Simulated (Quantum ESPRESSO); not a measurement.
# PbF2 (Fluorocronite): a worked LO-TO splitting

Wanted: the LO mode of PbF2 (Fluorocronite) from the TO mode and the field response.

Main program and level: Quantum ESPRESSO 7.5; DFT LDA, scalar-relativistic, plane waves, PseudoDojo norm-conserving pseudopotentials.

The database entry behind the starting cell differs from later determinations by our own check (0.1 to 0.3 % short, probably kX units), so it need not match the best structure at ambient conditions.

## 1. The relaxed structure

The structure is cubic, space group Fm-3m (No. 225). Conventional cell: a = 5.811 Å, b = 5.811 Å, c = 5.811 Å, α = 90.00°, β = 90.00°, γ = 90.00°. Pb has 8 F at 2.52 Å nearest. Nearest to F lie 4 Pb at 2.52 Å. Farther neighbours and most contacts between anions are not listed.

This is the cell after its relaxation at this level of theory, not the database cell from which that began.

## 2. What the response run gave

A linear-response run on the relaxed cell, with the response to an electric field; only its zone-centre results are used. Cutoff 92 Ry, k mesh 8×8×8.

Output:

```text
[banners, grids, parts of the stress and lines that vanish by symmetry left out]
Program PHONON v.7.5
     Reading xml data from directory:

[...]
Exchange-correlation= PW
                           (   1   4   0   0   0   0   0)
[...]
kinetic-energy cut-off    =      92.0000  Ry
     charge density cut-off    =     368.0000  Ry
     convergence threshold     =      1.0E-18
[...]
Exchange-correlation= PW
                           (   1   4   0   0   0   0   0)
[...]
q = (   0.0000000   0.0000000   0.0000000 )
     49 Sym.Ops. (with q -> -q+G )
     G cutoff = 1124.1040  (  39597 G-vectors)     FFT grid: ( 48, 48, 48)
     number of k points=    29
[...]
Mode symmetry, O_h (m-3m)  point group:
[...]
Dielectric constant
[...]
End of electric fields calculation
          Dielectric constant in cartesian axis
          (       3.444124003       0.000000000       0.000000000 )
          (       0.000000000       3.444124003      -0.000000000 )
          (       0.000000000      -0.000000000       3.444124003 )
          Effective charges (d Force / dE) in cartesian axis without acoustic sum rule applied (asr)
           atom    1  Pb    Mean Z*:        3.22650
      Ex  (        3.22650        0.00000        0.00000 )
      Ey  (        0.00000        3.22650       -0.00000 )
      Ez  (        0.00000       -0.00000        3.22650 )
           atom    2  F     Mean Z*:       -1.61312
      Ex  (       -1.61312       -0.00000        0.00000 )
      Ey  (       -0.00000       -1.61312       -0.00000 )
      Ez  (        0.00000       -0.00000       -1.61312 )
           atom    3  F     Mean Z*:       -1.61312
      Ex  (       -1.61312        0.00000        0.00000 )
      Ey  (        0.00000       -1.61312        0.00000 )
      Ez  (        0.00000        0.00000       -1.61312 )
          Effective charges Sum: Mean:        0.00026
[...]
Effective charges (d Force / dE) in cartesian axis with asr applied:
           atom    1  Pb    Mean Z*:        3.22641
[...]
atom    2  F     Mean Z*:       -1.61320
[...]
atom    3  F     Mean Z*:       -1.61320
[...]
Representation #   1 modes #   1   2   3
[...]
End of self-consistent calculation
     Convergence has been achieved
     Representation #   2 modes #   4   5   6
[...]
End of self-consistent calculation
     Convergence has been achieved
     Representation #   3 modes #   7   8   9
[...]
End of self-consistent calculation
     Convergence has been achieved
[...]
Dielectric constant in cartesian axis
          (       3.444124003       0.000000000       0.000000000 )
          (       0.000000000       3.444124003      -0.000000000 )
          (       0.000000000      -0.000000000       3.444124003 )
          Effective charges (d Force / dE) in cartesian axis without acoustic sum rule applied (asr)
           atom    1  Pb    Mean Z*:        3.22650
      Ex  (        3.22650        0.00000        0.00000 )
      Ey  (        0.00000        3.22650       -0.00000 )
      Ez  (        0.00000       -0.00000        3.22650 )
           atom    2  F     Mean Z*:       -1.61312
      Ex  (       -1.61312       -0.00000        0.00000 )
      Ey  (       -0.00000       -1.61312       -0.00000 )
      Ez  (        0.00000       -0.00000       -1.61312 )
           atom    3  F     Mean Z*:       -1.61312
      Ex  (       -1.61312        0.00000        0.00000 )
      Ey  (        0.00000       -1.61312        0.00000 )
      Ez  (        0.00000        0.00000       -1.61312 )
          Effective charges Sum: Mean:        0.00026
[...]
Effective charges (d Force / dE) in cartesian axis with asr applied:
           atom    1  Pb    Mean Z*:        3.22641
[...]
atom    2  F     Mean Z*:       -1.61320
[...]
atom    3  F     Mean Z*:       -1.61320
[...]
q = (    0.000000000   0.000000000   0.000000000 )
[...]
freq (    1) =       0.013220 [THz] =       0.440983 [cm-1]
     freq (    2) =       0.013220 [THz] =       0.440983 [cm-1]
     freq (    3) =       0.013220 [THz] =       0.440983 [cm-1]
     freq (    4) =       3.933849 [THz] =     131.219084 [cm-1]
     freq (    5) =       3.933849 [THz] =     131.219084 [cm-1]
     freq (    6) =       3.933849 [THz] =     131.219084 [cm-1]
     freq (    7) =       7.847535 [THz] =     261.765601 [cm-1]
     freq (    8) =       7.847535 [THz] =     261.765601 [cm-1]
     freq (    9) =       7.847535 [THz] =     261.765601 [cm-1]
[...]
Mode symmetry, O_h (m-3m)  point group:
     freq (   1-   3) =          0.4  [cm-1]   --> T_1u G_15  G_4- I
     freq (   4-   6) =        131.2  [cm-1]   --> T_1u G_15  G_4- I
     freq (   7-   9) =        261.8  [cm-1]   --> T_2g G_25' G_5+ R

   JOB DONE.
```

| quantity | value |
| --- | --- |
| cell volume Ω (Å³) | 49.059 |
| mass of Pb (u) | 207.200 |
| mass of F (u) | 18.998 |
| Born charge of Pb, raw (e) | 3.227 |
| Born charge of F, raw (e) | -1.613 |
| ε∞ | 3.444 |
| ω(TO) after the sum rule (cm⁻¹) | 131.2 |

## 3. The calculation

The charges must sum to zero over the cell; taking off their mean, 0.000 e, leaves Z* = 3.226 e on Pb. In the polar mode Pb moves against the two F, so the reduced mass is μ = 207.20 × 38.00 / 245.20 = 32.109 u.

A longitudinal wave builds up a field that adds to the restoring force: ω(LO)² = ω(TO)² + 4π Z*² / (μ Ω ε∞), in Hartree atomic units. With μ = 58530 electron masses and Ω = 331.07 bohr³ the second term is 1.9601e-06 Ha², or 94415 cm⁻² (1 Ha = 219474.6 cm⁻¹).

So ω(LO) = √(17227 + 94415) = 334.1 cm⁻¹, and by the Lyddane-Sachs-Teller relation ε₀ = ε∞ (ω(LO)/ω(TO))² = 22.32.

## 4. Check against the program

The analysis program adds the same non-analytic term to the full matrix, here for q along (1 0 0).

Output:

```text
[banners, grids, parts of the stress and lines that vanish by symmetry left out]
[banner, memory and clock lines left out]
Program DYNMAT v.7.5

     Reading Dynamical Matrix from file g.dyn
     ...Force constants read
     ...epsilon and Z* read

     Polarizability (A^3 units)
     multiply by 0.551053 for Clausius-Mossotti correction
         9.541890    0.000000    0.000000
         0.000000    9.541890   -0.000000
         0.000000   -0.000000    9.541890

     IR activities are in (D/A)^2/amu units

# mode   [cm-1]    [THz]      IR
    1     -0.00   -0.0000    0.0000
    2      0.00    0.0000    0.0000
[...]
8    261.79    7.8482    0.0000
    9    334.13   10.0169    7.4797

[end of the log left out, with the tail of the file of modes that dynmat.x writes under the same name]
```

ε₀ comes from the program's run without a direction of q.

| quantity | by hand | program |
| --- | --- | --- |
| ω(LO) (cm⁻¹) | 334.1 | 334.1 |
| ε₀ | 22.32 | 22.32 |

## 5. What came out

- TO mode: 131.2 cm⁻¹
- LO mode: 334.1 cm⁻¹
- static dielectric constant: 22.32

What this shows: The LO mode of PbF2 (Fluorocronite) lies at 334 cm⁻¹, 203 cm⁻¹ above the TO mode; the formula meets the program within 0.1 cm⁻¹, as it must for a cubic crystal with one polar mode. ω(LO)² − ω(TO)² goes with Z*²/ε∞: an error of 5 % in ε∞ would move the LO mode by 6.8 cm⁻¹, and semilocal functionals tend to overestimate ε∞. These are harmonic values at zero temperature, at the volume of this functional, for the structure held cubic; stability elsewhere in the zone is no part of this calculation.

[Host names and launcher messages were left out of these logs when they were recorded.]

[Logs are printed without paths, hosts, clocks, repeated set-up lines and the standing remarks that a program may print on its own settings, such as how far it seeks lower states.]

[Hosts, paths, dates, database ids (printed as entryN), source tags and the programs' standing remarks are cut or masked in the printed files.]
